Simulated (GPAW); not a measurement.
# Screening of a field by Ti2COS MXene monolayer

How does Ti2COS MXene monolayer screen a perpendicular field?

Calculated with GPAW 26.7.0; GPAW, PAW setups; layer in a repeated cell with vacuum, relaxation of atoms and in-plane cell, in the first sound run; inputs show where later runs differ.

This is a report of a sequence of runs, with most program output left out.

## Step 1: Set-up

The cell holds 5 atoms: 1 S, 2 Ti, 1 C and 1 O. Cell: a = 3.100 Å, b = 3.100 Å, c = 19.276 Å, α = 90.0°, β = 90.0°, γ = 120.0°. Vacuum lies along c.

Structure file:

```cif
data_structure
_symmetry_space_group_name_H-M 'P 1'
_symmetry_Int_Tables_number 1
_cell_length_a 3.1002
_cell_length_b 3.1002
_cell_length_c 19.2758
_cell_angle_alpha 90.000
_cell_angle_beta 90.000
_cell_angle_gamma 120.000
_cell_volume 160.45
loop_
_atom_site_label
_atom_site_type_symbol
_atom_site_fract_x
_atom_site_fract_y
_atom_site_fract_z
_atom_site_occupancy
S1 S 0.33333 0.66667 0.36315 1
Ti2 Ti 0.66667 0.33333 0.45295 1
C3 C 0.00000 0.00000 0.51641 1
Ti4 Ti 0.33333 0.66667 0.57987 1
O5 O 0.66667 0.33333 0.63685 1
```

## Step 2: Relaxation

Forces are removed first; all later runs use this geometry.

The input, run.py:

```python
import json
import numpy as np
from ase import Atoms
from ase.filters import FrechetCellFilter
from ase.optimize import BFGS
from gpaw import GPAW, PW

slab = Atoms(
    ['S', 'Ti', 'C', 'Ti', 'O'],
    positions=[
        [-0.00000, 1.78992, 7.00000],
        [1.55012, 0.89496, 8.73097],
        [0.00000, 0.00000, 9.95425],
        [-0.00000, 1.78992, 11.17752],
        [1.55012, 0.89496, 12.27578]],
    cell=[[3.10024, 0.0, 0.0], [-1.55012, 2.68489, 0.0], [0.0, 0.0, 19.2758]],
    pbc=[True, True, True])

slab.calc = GPAW(mode=PW(600), xc='PBE', kpts={'size': (12, 12, 1), 'gamma': True},
                 occupations={'name': 'fermi-dirac', 'width': 0.05}, nbands='160%',
                 convergence={'density': 1e-05}, maxiter=200,
                 symmetry={'tolerance': 1e-3}, txt='slab.txt')
result = {}
# The in-plane cell is free; stress needs a cell that repeats along all three vectors
path = []
opt = BFGS(FrechetCellFilter(slab, mask=[1, 1, 0, 0, 0, 1]), maxstep=0.2)
opt.attach(lambda: path.append((slab.get_potential_energy(), slab.positions.tolist(), slab.get_forces().tolist())))
result['relaxed'] = bool(opt.run(fmax=0.02, steps=45))
result['path'] = path
result['cell'] = slab.cell.tolist()
print('in-plane lattice', slab.cell.cellpar().round(4)[[0, 1, 5]])
energy = slab.get_potential_energy()
fermi = slab.calc.get_fermi_level()
v = slab.calc.get_electrostatic_potential().mean((0, 1)) - fermi
n = slab.calc.get_pseudo_density().mean((0, 1))
L = slab.cell[2, 2]
z = np.arange(len(v)) * L / len(v)
low, high = slab.positions[:, 2].min(), slab.positions[:, 2].max()
below, above = np.interp([low - 4.8, high + 4.8], z, v)
slopes = [np.interp(x, z, np.gradient(v, z)) for x in (low - 4.8, high + 4.8)]
eps = np.array([[slab.calc.get_eigenvalues(k, s) for k in range(len(slab.calc.get_ibz_k_points()))]
                for s in range(slab.calc.get_number_of_spins())]) - fermi
top, bottom = eps[eps < 0].max(), eps[eps > 0].min()
dipole = slab.get_dipole_moment()[2]
print(f'energy {energy:.4f} eV, Fermi level {fermi:.4f} eV, dipole {dipole:.5f} e A')
print(f'potential 4.8 A off the faces, from the Fermi level: lower {below:.4f} eV, upper {above:.4f} eV')
print(f'slope of the potential there: lower {slopes[0]:.5f}, upper {slopes[1]:.5f} eV/A')
print(f'nearest levels on the mesh: {top:.4f} and {bottom:.4f} eV')
print('magnetic moment', round(slab.get_magnetic_moment(), 3))
result.update(energy=energy, fermi=fermi, dipole=dipole, below=below, above=above, slopes=slopes, edges=[top, bottom],
              z=z.tolist(), v=v.tolist(), n=n.tolist(), positions=slab.positions.tolist(),
              forces=slab.get_forces(apply_constraint=False).tolist(), moments=slab.get_magnetic_moments().tolist())
json.dump(result, open('result.json', 'w'))
```

On the command line:

```sh
OMP_NUM_THREADS=1 OPENBLAS_NUM_THREADS=1 python run.py
```

Run time: 16 min. Hardware: 1 thread of Arm Neoverse V1, shared host; peak memory 0.4 GiB.

This run has no spin polarisation, although Ti can carry a moment.

This step gave:

| Property | Result |
| --- | --- |
| dipole along the normal | 0.02574 e·Å |
| levels nearest the Fermi level on the mesh | -0.05370, 0.03956 eV from the Fermi level |

The electrostatic potential energy of an electron (without an applied field's), less the Fermi level, planar mean oscillates, so the rows of the table below give means over windows of 0.5 Å about each position, cut where the curve ends. Its maxima inside the range that stand out by 2 % of the span (Å: eV): 7.92: -4.22, 9.47: -6.59, 10.41: -5.07, 11.79: -11.9. Its minima: 7.14: -19.5, 8.69: -17.5, 9.90: -11.2, 11.27: -18.3, 12.05: -13.0.

The electrostatic potential energy of an electron (without an applied field's), less the Fermi level, planar mean by z; means over each step:

```
z (Å)  electrostatic potential energy of an electron (without an applied field's), less the Fermi level, planar mean (eV)
  0.0                                                                                                                5.79
  0.5                                                                                                                5.80
  1.0                                                                                                                5.81
  1.5                                                                                                                5.83
  2.0                                                                                                                5.84
  2.5                                                                                                                5.86
  3.0                                                                                                                5.87
  3.5                                                                                                                5.89
  4.0                                                                                                                5.90
  4.5                                                                                                                5.90
  5.0                                                                                                                5.86
  5.5                                                                                                                5.60
  6.0                                                                                                                4.23
  6.5                                                                                                               -2.02
  7.0                                                                                                               -16.0
  7.5                                                                                                               -10.4
  8.0                                                                                                               -5.46
  8.5                                                                                                               -14.2
  9.0                                                                                                               -13.5
  9.5                                                                                                               -7.57
 10.0                                                                                                               -9.54
 10.5                                                                                                               -6.10
 11.0                                                                                                               -14.4
 11.5                                                                                                               -15.5
 12.0                                                                                                               -12.1
 12.5                                                                                                               -2.48
 13.0                                                                                                                4.25
 13.5                                                                                                                5.39
 14.0                                                                                                                5.59
 14.5                                                                                                                5.64
 15.0                                                                                                                5.66
 15.5                                                                                                                5.67
 16.0                                                                                                                5.69
 16.5                                                                                                                5.70
 17.0                                                                                                                5.72
 17.5                                                                                                                5.73
 18.0                                                                                                                5.75
 18.5                                                                                                                5.76
 19.0                                                                                                                5.78
```

Table of pseudo valence density, planar mean by z:

z (Å), pseudo valence density, planar mean (e/Å³) and a bar:
```
      3.5       0.00 
      4.0       0.00 
      4.5       0.00 
      5.0       0.00 
      5.5       0.02 
      6.0       0.09 ##
      6.5       0.32 #######
      7.0       0.41 ##########
      7.5       0.50 ############
      8.0       0.45 ###########
      8.5       1.18 ############################
      9.0       1.12 ##########################
      9.5       0.53 #############
     10.0       0.52 ############
     10.5       0.47 ###########
     11.0       1.15 ###########################
     11.5       1.27 ##############################
     12.0       0.97 #######################
     12.5       0.52 ############
     13.0       0.09 ##
     13.5       0.01 
     14.0       0.00 
     14.5       0.00 
     15.0       0.00
```

The relaxation lowered the energy of the cell by 0.421 eV (energies extrapolated to zero smearing; the optimiser's log prints free energies). The largest force left on a free atom is 0.0098 eV/Å.

## Step 3: The slab's potential

The work function is the vacuum plateau of the electrostatic potential less the Fermi level; a dipole layer lets the two faces have plateaus of their own.

This step: GPAW, PAW setups; slab in vacuum (GPAW 26.7.0).

The cell differs from the one that the last finished run ended in (c 19.276 → 19.012 Å).

run.py, as its differences from that of step 2:

```diff
@@ -3,4 +3,2 @@
 from ase import Atoms
-from ase.filters import FrechetCellFilter
-from ase.optimize import BFGS
 from gpaw import GPAW, PW
@@ -10,23 +8,16 @@
     positions=[
-        [-0.00000, 1.78992, 7.00000],
-        [1.55012, 0.89496, 8.73097],
-        [0.00000, 0.00000, 9.95425],
-        [-0.00000, 1.78992, 11.17752],
-        [1.55012, 0.89496, 12.27578]],
-    cell=[[3.10024, 0.0, 0.0], [-1.55012, 2.68489, 0.0], [0.0, 0.0, 19.2758]],
-    pbc=[True, True, True])
+        [0.00000, 1.78620, 7.00000],
+        [1.54690, 0.89310, 8.60676],
+        [0.00000, 0.00000, 9.80316],
+        [0.00000, 1.78620, 11.13060],
+        [1.54690, 0.89310, 12.01199]],
+    cell=[[3.09379, -0.0, 0.0], [-1.5469, 2.67931, 0.0], [0.0, 0.0, 19.012]],
+    pbc=[True, True, False])
 
-slab.calc = GPAW(mode=PW(600), xc='PBE', kpts={'size': (12, 12, 1), 'gamma': True},
+slab.calc = GPAW(mode=PW(500), xc='PBE', kpts={'size': (12, 12, 1), 'gamma': True},
                  occupations={'name': 'fermi-dirac', 'width': 0.05}, nbands='160%',
                  convergence={'density': 1e-05}, maxiter=200,
+                 poissonsolver={'dipolelayer': 'xy'},
                  symmetry={'tolerance': 1e-3}, txt='slab.txt')
 result = {}
-# The in-plane cell is free; stress needs a cell that repeats along all three vectors
-path = []
-opt = BFGS(FrechetCellFilter(slab, mask=[1, 1, 0, 0, 0, 1]), maxstep=0.2)
-opt.attach(lambda: path.append((slab.get_potential_energy(), slab.positions.tolist(), slab.get_forces().tolist())))
-result['relaxed'] = bool(opt.run(fmax=0.02, steps=45))
-result['path'] = path
-result['cell'] = slab.cell.tolist()
-print('in-plane lattice', slab.cell.cellpar().round(4)[[0, 1, 5]])
 energy = slab.get_potential_energy()
```

Run time: 72 s. Hardware: 1 thread; peak memory 0.23 GiB.

This step gave:

```
dipole along the normal                    : 0.01719 e·Å
levels nearest the Fermi level on the mesh : -0.05394, 0.03963 eV from the Fermi level
upper work function                        : 5.585 eV
lower work function                        : 5.967 eV
```

The electrostatic potential energy of an electron (without an applied field's), less the Fermi level, planar mean oscillates, so the rows of the table below give means over windows of 0.5 Å about each position, cut where the curve ends. Its maxima inside the range that stand out by 2 % of the span (Å: eV): 7.79: -4.20, 9.32: -6.63, 10.27: -5.13, 11.69: -11.9. Its minima: 7.03: -19.5, 8.65: -17.5, 9.79: -11.2, 11.12: -18.3, 11.88: -12.9.

Table of electrostatic potential energy of an electron (without an applied field's), less the Fermi level, planar mean by z; means over each step:

```
z (Å)  electrostatic potential energy of an electron (without an applied field's), less the Fermi level, planar mean (eV)
  0.0                                                                                                                5.85
  0.5                                                                                                                5.96
  1.0                                                                                                                5.97
  1.5                                                                                                                5.97
  2.0                                                                                                                5.97
  2.5                                                                                                                5.97
  3.0                                                                                                                5.97
  3.5                                                                                                                5.97
  4.0                                                                                                                5.96
  4.5                                                                                                                5.94
  5.0                                                                                                                5.86
  5.5                                                                                                                5.46
  6.0                                                                                                                3.46
  6.5                                                                                                               -4.97
  7.0                                                                                                               -17.3
  7.5                                                                                                               -7.74
  8.0                                                                                                               -6.85
  8.5                                                                                                               -15.8
  9.0                                                                                                               -11.4
  9.5                                                                                                               -8.18
 10.0                                                                                                               -8.45
 10.5                                                                                                               -7.18
 11.0                                                                                                               -16.3
 11.5                                                                                                               -14.2
 12.0                                                                                                               -11.1
 12.5                                                                                                               0.103
 13.0                                                                                                                4.70
 13.5                                                                                                                5.43
 14.0                                                                                                                5.56
 14.5                                                                                                                5.58
 15.0                                                                                                                5.58
 15.5                                                                                                                5.58
 16.0                                                                                                                5.58
 16.5                                                                                                                5.59
 17.0                                                                                                                5.59
 17.5                                                                                                                5.59
 18.0                                                                                                                5.58
 18.5                                                                                                                5.60
```

Pseudo valence density, planar mean against z:

z (Å), pseudo valence density, planar mean (e/Å³) and a bar:
```
     0.00       0.00 
     0.57       0.00 
     0.95       0.00 
     1.52       0.00 
     2.09       0.00 
     2.47       0.00 
     3.04       0.00 
     3.61       0.00 
     3.99       0.00 
     4.56       0.00 
     5.13       0.01 
     5.51       0.03 #
     6.08       0.16 ###
     6.65       0.43 #########
     7.03       0.42 ########
     7.60       0.45 #########
     8.18       0.75 ###############
     8.56       1.46 #############################
     9.13       0.69 ##############
     9.70       0.52 ###########
    10.27       0.46 #########
    10.65       0.68 ##############
    11.22       1.49 ##############################
    11.79       0.96 ###################
    12.17       0.82 #################
    12.74       0.15 ###
    13.31       0.02 
    13.69       0.00 
    14.26       0.00 
    14.83       0.00 
    15.21       0.00 
    15.78       0.00 
    16.35       0.00 
    16.73       0.00 
    17.30       0.00 
    17.87       0.00 
    18.25       0.00 
    18.82       0.00
```

The potential is flat to 9.1e-4 eV/Å where it is read, so the vacuum is wide enough.

(Part 1 of 2 ends here.)

[Logs are printed without paths, hosts, clocks, repeated set-up lines and the standing remarks that a program may print on its own settings, such as how far it seeks lower states.]

[Hosts, paths, dates, database ids (printed as entryN), source tags and the programs' standing remarks are cut or masked in the printed files.]
